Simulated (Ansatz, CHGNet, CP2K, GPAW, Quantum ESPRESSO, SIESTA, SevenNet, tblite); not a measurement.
# Running generalised stacking fault on (111) (glide set) of a Ge-Sn solid solution (48 atoms) with SIESTA

How near does SIESTA come to plane waves for generalised stacking fault on (111) (glide set) of a Ge-Sn solid solution (48 atoms)?

Calculated with SIESTA 5.4.2; the method is named at each step.

### Step 1. Set-up

The cell holds 48 atoms: 34 Ge and 14 Sn. Its edges and angles: a = 8.334 Å, b = 7.218 Å, c = 20.806 Å, α = 90.0°, β = 80.4°, γ = 90.0°. Diamond-structure Ge lattice (a = 5.8932 Å, the value set for the mixture), cell with z along [111], 2 x 1 x 2 periods; the third cell vector is tilted by 0.833 of 1/2[1-10] and lengthened by 0.1 Å, so the cell holds one fault (glide set); displaced by a Gaussian of 0.01 Å; 14 of 48 Ge sites given to Sn at random (lattice constant by Vegard's rule between Ge and Sn). Then every atom was moved at random, 0.05 Å r.m.s. a Cartesian component. The structure's axis is c.

The yardstick, on the same geometry:

* method: Kohn-Sham DFT, PBE, SSSP efficiency 1.3.0 pseudopotentials, plane waves (Quantum ESPRESSO 7.5); sssp-pbe-1.3.0-efficiency, cutoffs 45/360 Ry, Γ point
* r.m.s. force component: 2.277 eV/Å
* longest force: 12.82 eV/Å
* pressure: 10.05 GPa
* time: 3.1 min on 4 MPI ranks of Arm Neoverse V1, shared host
* CPU time: 12 min

### Step 2. PBE, TZP, shift 0.01 Ry, mesh 300 Ry

Method: Kohn-Sham DFT, PBE, PseudoDojo 0.4.1 norm-conserving pseudopotentials (converted to PSML), numerical atomic orbitals (TZP), diagonalisation.

The .psml files are PseudoDojo norm-conserving potentials that we converted to this format, checked against plane waves on the same files for H, C, O, Si, Ge and Ca alone.

The input, input.fdf:

```
SystemLabel cell
NumberOfAtoms 48
NumberOfSpecies 2
%block ChemicalSpeciesLabel
  1 32 Ge
  2 50 Sn
%endblock ChemicalSpeciesLabel
LatticeConstant 1.0 Ang
%block LatticeVectors
  8.33424 0.00000 0.00000
  0.00000 7.21767 0.00000
  3.47263 0.00000 20.51464
%endblock LatticeVectors
PAO.BasisSize TZP
PAO.EnergyShift 0.01 Ry
XC.Functional GGA
XC.Authors PBE
MeshCutoff 300 Ry
%block kgrid_Monkhorst_Pack
  1 0 0 0.0
  0 1 0 0.0
  0 0 1 0.0
%endblock kgrid_Monkhorst_Pack
SolutionMethod diagon
OccupationFunction FD
ElectronicTemperature 580 K
SCF.Mixer.Method Pulay
SCF.Mixer.Weight 0.05
SCF.Mixer.History 8
SCF.Mix Hamiltonian
MaxSCFIterations 300
SCF.DM.Tolerance 1e-04
SCF.H.Tolerance 1.0e-3 eV
WriteForces T
Write.HirshfeldPop T
Write.VoronoiPop T
Write.DM F
Write.H F
XML.Write F
AtomicCoordinatesFormat Fractional
%block AtomicCoordinatesAndAtomicSpecies
  0.73381 0.49928 0.02405 1
  0.68855 0.50612 0.14522 2
  0.68236 0.83271 0.19011 2
  0.63211 0.82591 0.30803 1
  0.22693 0.50378 0.02107 2
  0.20124 0.50117 0.14562 1
  0.16846 0.82764 0.18220 1
  0.12496 0.85198 0.31259 1
  0.49122 0.00574 0.01817 1
  0.42704 0.98962 0.14903 1
  0.42291 0.32992 0.18758 2
  0.38120 0.32472 0.30938 1
  0.33616 0.66377 0.35208 2
  0.30267 0.66681 0.47564 2
  0.59527 0.17472 0.35341 1
  0.54951 0.17088 0.47500 1
  0.53019 0.49509 0.51905 1
  0.48521 0.50309 0.64501 1
  0.46098 0.84752 0.68778 1
  0.40373 0.81573 0.81137 1
  0.99226 0.00365 0.02221 1
  0.94327 0.98983 0.14394 2
  0.92274 0.33447 0.18577 1
  0.87886 0.33899 0.31022 1
  0.85339 0.65954 0.35356 1
  0.80227 0.66727 0.47523 1
  0.10276 0.16110 0.34888 2
  0.05177 0.15495 0.47554 1
  0.03876 0.50125 0.51411 1
  0.97841 0.50043 0.64028 1
  0.96529 0.82939 0.68458 1
  0.90665 0.83746 0.81053 1
  0.28436 0.99334 0.51749 1
  0.23579 0.00525 0.64156 1
  0.21540 0.34059 0.68790 1
  0.16191 0.34191 0.80860 1
  0.14498 0.66998 0.84756 1
  0.08540 0.67994 0.97515 1
  0.40105 0.16384 0.84731 2
  0.33672 0.16281 0.97294 2
  0.78719 0.99796 0.51828 2
  0.73576 0.98871 0.64378 2
  0.71602 0.33765 0.68300 2
  0.66591 0.33267 0.80470 1
  0.64390 0.66462 0.84492 2
  0.58911 0.66740 0.97509 1
  0.88735 0.17826 0.85377 1
  0.84341 0.17054 0.97057 1
%endblock AtomicCoordinatesAndAtomicSpecies
```

Run with:

```sh
$ OMP_NUM_THREADS=1 mpirun -np 2 siesta < input.fdf > output.txt
```

What it wrote:

```text
Version         : 5.4.2
reinit: System Name:
reinit: System Label: cell
initatom: Reading input for the pseudopotentials and atomic orbitals ----------
Species number:   1 Atomic number:   32 Label: Ge
Species number:   2 Atomic number:   50 Label: Sn
Ground state valence configuration (from tables):   4s02  4p02  4d00  4f00
Ground state valence configuration (from tables):   5s02  5p02  5d00  4f00
---- Processing specs for species: Ge
GGA--PBE XC_GGA_X_PBE--XC_GGA_C_PBE pb
Semicore shell(s) with 10 electrons included in the valence for Ge
---- Processing specs for species: Sn
GGA--PBE XC_GGA_X_PBE--XC_GGA_C_PBE pb
Semicore shell(s) with 10 electrons included in the valence for Sn
Semicore shell(s): 3d
Fallback to non-perturbative polarization scheme for Ge
Please see the manual if this is not desired in principle
Semicore shell(s): 4d
Fallback to non-perturbative polarization scheme for Sn
Please see the manual if this is not desired in principle
Ge pseudopotential only contains V_ls up to l=2 -- lmxkb reset.
Sn pseudopotential only contains V_ls up to l=2 -- lmxkb reset.
Using PAO.SplitTailNorm
%block ChemicalSpeciesLabel
    1   32 Ge                      # Species index, atomic number, species label
    2   50 Sn                      # Species index, atomic number, species label
%endblock ChemicalSpeciesLabel
%block PAO.Basis                 # Define Basis set
Ge                    4                    # Species label, number of l-shells
 n=4   0   3                         # n, l, Nzeta
   5.264      3.748      4.214
   1.000      1.000      1.000
 n=4   1   3                         # n, l, Nzeta
   6.996      5.083      5.681
   1.000      1.000      1.000
 n=3   2   1                         # n, l, Nzeta
   2.782
   1.000
 n=4   2   1                         # n, l, Nzeta
   6.996
   1.000
Sn                    4                    # Species label, number of l-shells
 n=5   0   3                         # n, l, Nzeta
   5.669      4.110      4.589
   1.000      1.000      1.000
 n=5   1   3                         # n, l, Nzeta
   7.445      5.490      6.099
   1.000      1.000      1.000
 n=4   2   1                         # n, l, Nzeta
   3.320
   1.000
 n=5   2   1                         # n, l, Nzeta
   7.445
   1.000
%endblock PAO.Basis
coor:   Atomic-coordinates input format  =     Fractional
siesta: System type = bulk
initatomlists: Number of atoms, orbitals, and projectors:     48  1056   864
siesta: ******************** Simulation parameters ****************************
Total number of electrons:   672.000000
Total ionic charge:   672.000000
 Kpoints in:            1 . Kpoints trimmed:            1
siesta: k-grid: Number of k-points = 1
siesta: k-points from Monkhorst-Pack grid
siesta: k-cutoff (effective) =     3.609 Ang
siesta: k-point supercell and displacements
siesta: k-grid:     1     0     0      0.000
siesta: k-grid:     0     1     0      0.000
siesta: k-grid:     0     0     1      0.000
                     ====================================
                        Single-point calculation
                     ====================================
outcell: Unit cell vectors (Ang):
        8.334240    0.000000    0.000000
        0.000000    7.217670    0.000000
        3.472630    0.000000   20.514640
outcell: Cell vector modules (Ang)   :    8.334240    7.217670   20.806480
outcell: Cell angles (23,13,12) (deg):     90.0000     80.3923     90.0000
outcell: Cell volume (Ang**3)        :   1234.0334
Gamma-point calculation with interaction between periodic images
Gamma-point calculation with interaction between periodic images
Some features might not work optimally:
Some features might not work optimally:
e.g. DM initialization from atomic data
e.g. DM initialization from atomic data
new_DM -- step:     1
Initializing Density Matrix...
Attempting to read DM from file... Failed...
DM filled with atomic data:
InitMesh: MESH = 90 x 80 x 216 = 1555200
InitMesh: Mesh cutoff (required, used) =   300.000   306.395 Ry
stepf: Fermi-Dirac step function
        iscf     Eharris(eV)        E_KS(eV)     FreeEng(eV)     dDmax    Ef(eV) dHmax(eV)
   scf:    1  -112555.816646  -112575.840750  -112576.059968  1.253543 -3.342742  6.480357
   scf:    2  -112576.628108  -112577.163895  -112577.375126  0.031470 -3.338236  5.091823
   scf:    3  -112578.188227  -112577.865478  -112578.084750  0.016730 -3.349050  3.702530
   scf:    4  -112579.304005  -112578.635949  -112578.856993  0.021015 -3.362557  3.191765
   scf:    5  -112580.671154  -112579.835483  -112580.072263  0.053111 -3.397175  1.735266
   scf:    6  -112580.491365  -112580.288825  -112580.526158  0.052406 -3.446835  1.271428
[...]
scf:   20  -112580.520934  -112580.520901  -112580.764503  0.000283 -3.465830  0.001587
   scf:   21  -112580.520903  -112580.520902  -112580.764503  0.000005 -3.465819  0.001438
   scf:   22  -112580.520915  -112580.520909  -112580.764504  0.000028 -3.465778  0.000727
SCF Convergence by DM+H criterion
max |DM_out - DM_in|         :     0.0000282148
max |H_out - H_in|      (eV) :     0.0007268719
SCF cycle converged after 22 iterations
Using DM_out to compute the final energy and forces
siesta: E_KS(eV) =          -112580.5209
siesta: E_KS - E_eggbox =   -112580.5209
siesta: Atomic forces (eV/Ang):
     1    4.672959   -3.615032    1.023358
     2    1.364310   -1.167080   -0.868362
     3   -3.227128    0.843278    0.256352
     4   -0.192296    0.871702    2.492332
     5    8.005064   -6.190585    4.842525
     6   -1.706410    0.626845    0.015036
[...]
46   -4.589580    3.708378   -2.490854
    47    0.466556   -0.303559   -0.928763
    48   -4.295120    2.832510   -1.251682
----------------------------------------
   Tot    0.007246    0.006708    0.002822
----------------------------------------
   Max    9.711757
   Res    2.443192    sqrt( Sum f_i^2 / 3N )
----------------------------------------
   Max    9.711757    constrained
Stress tensor Voigt[x,y,z,yz,xz,xy] (kbar):     -181.58      -56.30      -82.38       35.70      -31.34       44.43
(Free)E + p*V (eV/cell)  -112498.5422
Target enthalpy (eV/cell)  -112580.7645
siesta: Program's energy decomposition (eV):
siesta: Ebs     =    -14825.292857
siesta: Eions   =    115535.864125
siesta: Ena     =      3315.249408
siesta: Ekin    =     79978.047569
siesta: Enl     =    -52013.456398
siesta: DEna    =       281.671198
siesta: DUscf   =         9.120283
siesta: Ex      =    -27072.983941
siesta: Ec      =     -1542.304903
siesta: Exc     =    -28615.288844
siesta: Eharris =   -112580.520915
siesta: Etot    =   -112580.520909
siesta: FreeEng =   -112580.764504
siesta: Final energy (eV):
siesta:  Band Struct. =  -14825.292857
siesta:       Kinetic =   79978.047569
siesta:       Hartree =   34591.413610
siesta:         Exch. =  -27072.983941
siesta:         Corr. =   -1542.304903
siesta:   Exch.-corr. =  -28615.288844
siesta:  Ion-electron = -145690.199195
siesta:       Ion-ion =  -52844.494048
siesta:         Total = -112580.520909
siesta:         Fermi =      -3.465778
siesta: Stress tensor (static) (eV/Ang**3):
siesta:    -0.113333    0.027730   -0.019559
siesta:     0.027730   -0.035139    0.022283
siesta:    -0.019559    0.022283   -0.051415
siesta: Cell volume =       1234.033429 Ang**3
siesta: Pressure (static):
siesta:                Solid            Molecule  Units
siesta:           0.00072568          0.00147592  Ry/Bohr**3
siesta:           0.06662889          0.13551318  eV/Ang**3
siesta:         106.75124633        217.11604343  kBar
    Orbital volume contribution        =          51.485763 eV
    (Free)E + p_basis*V_orbitals       =     -112529.278741 eV
    (Free)Eharris+ p_basis*V_orbitals  =     -112529.278747 eV
Hirshfeld Atomic Populations:
Atom #   charge [q] valence [e]  Species
     1    -0.023953   14.023953  Ge
     2     0.045655   13.954345  Sn
     3     0.051741   13.948259  Sn
     4    -0.051615   14.051615  Ge
     5     0.061802   13.938198  Sn
     6    -0.032166   14.032166  Ge
     7    -0.011249   14.011249  Ge
     8    -0.052533   14.052533  Ge
     9    -0.056016   14.056016  Ge
[...]
11     0.070426   13.929574  Sn
[...]
13     0.062717   13.937283  Sn
    14     0.066140   13.933860  Sn
[...]
--------------------
 Total     0.000048
Voronoi Atomic Populations:
Atom #   charge [q] valence [e]  Species
[...]
42     0.049362   13.950638  Sn
    43     0.095192   13.904808  Sn
[...]
45     0.120972   13.879028  Sn
    46    -0.048241   14.048241  Ge
    47     0.001142   13.998858  Ge
    48     0.007671   13.992329  Ge
--------------------
 Total     0.000047
```

It took 3.6 min on 2 MPI ranks of Arm Neoverse V1, shared host; peak memory 1.5 GiB.

Banners, paths, timers and routine set-up lines are dropped from the logs unmarked, and long logs keep their key lines alone; longer cuts are marked.

Compared with the plane-wave run:

* r.m.s. force component: 2.443 eV/Å
* r.m.s. difference of force components: 186.8 meV/Å
* longest difference of force vectors: 938.2 meV/Å
* force difference over r.m.s. force: 8.202 %
* slope of forces against the reference's: 1.072
* correlation of force components: 0.9993
* pressure: 10.68 GPa
* pressure difference: 0.6284 GPa

Length of the force difference by element (eV/Å):

```
element  atoms  mean  most
     Ge     34  0.20  0.94
     Sn     14  0.21  0.94
```

A closer look about Ge9, which bears the longest force: 9 atoms, nearest first, numbered in the order of the input, with positions taken from that point.

```csv
atom,x,y,z,distance (Å),bonds,Hirshfeld charge (e),Fx,Fy,Fz (eV/Å)
Ge9,0.00,0.00,0.00,0.00,3,-0.06,9.71,-7.35,6.40
Sn40,-1.44,1.13,-0.93,2.06,3,0.04,-9.02,5.96,-3.49
Ge46,0.67,-2.44,-0.88,2.68,3,-0.03,-4.59,3.71,-2.49
Ge10,-0.08,-0.12,2.68,2.69,4,-0.04,0.59,-0.18,-1.44
Ge48,2.77,1.19,-0.98,3.17,3,0.00,-4.30,2.83,-1.25
Sn39,-1.34,1.14,-3.51,3.92,4,0.06,-0.55,-0.31,-1.50
Ge1,2.04,3.56,0.12,4.11,3,-0.02,4.67,-3.62,1.02
Ge21,-4.14,-0.02,0.08,4.15,3,-0.03,3.71,-2.78,0.67
Ge7,-2.12,-1.29,3.37,4.18,4,-0.01,1.20,-1.10,1.73
```

Forces lie 8.2 % from the reference's, at 0.58 times its CPU time (on 2 against 4 cores).

### Step 3. Outcome

```json
{
 "force difference from the reference": "SIESTA PBE, TZP, shift 0.01 Ry, mesh 300 Ry, 8.2 %",
 "its CPU time": "7.2 min"
}
```

The PBE run in local orbitals differs by 8.2 % (SIESTA PBE, TZP, shift 0.01 Ry, mesh 300 Ry); basis, grid and potentials can all enter. The reference's pressure holds the uncorrected Pulay stress of its 45 Ry basis, so small pressure differences, and their order, may be the reference's own error. The reference's stress is far from hydrostatic: its diagonal is 18.1, 4.6, 7.5 GPa, compression counted positive. The host structure and its lattice constant were typed by rule, without a check against the phase diagram. The reference's pressure of 10 GPa belongs to a cell and atoms that aren't relaxed at this level. The electronic-structure runs sample only Γ, in a cell whose shortest periodic width is 7 Å, which is coarse for a cell with partly filled levels.

[Also dropped from logs without a mark: logging warnings of Python, and SIESTA's first energy breakdown and zero terms.]

[Logs are printed without paths, hosts, clocks, repeated set-up lines and the standing remarks that a program may print on its own settings, such as how far it seeks lower states.]

[Hosts, paths, dates, database ids (printed as entryN), source tags and the programs' standing remarks are cut or masked in the printed files.]
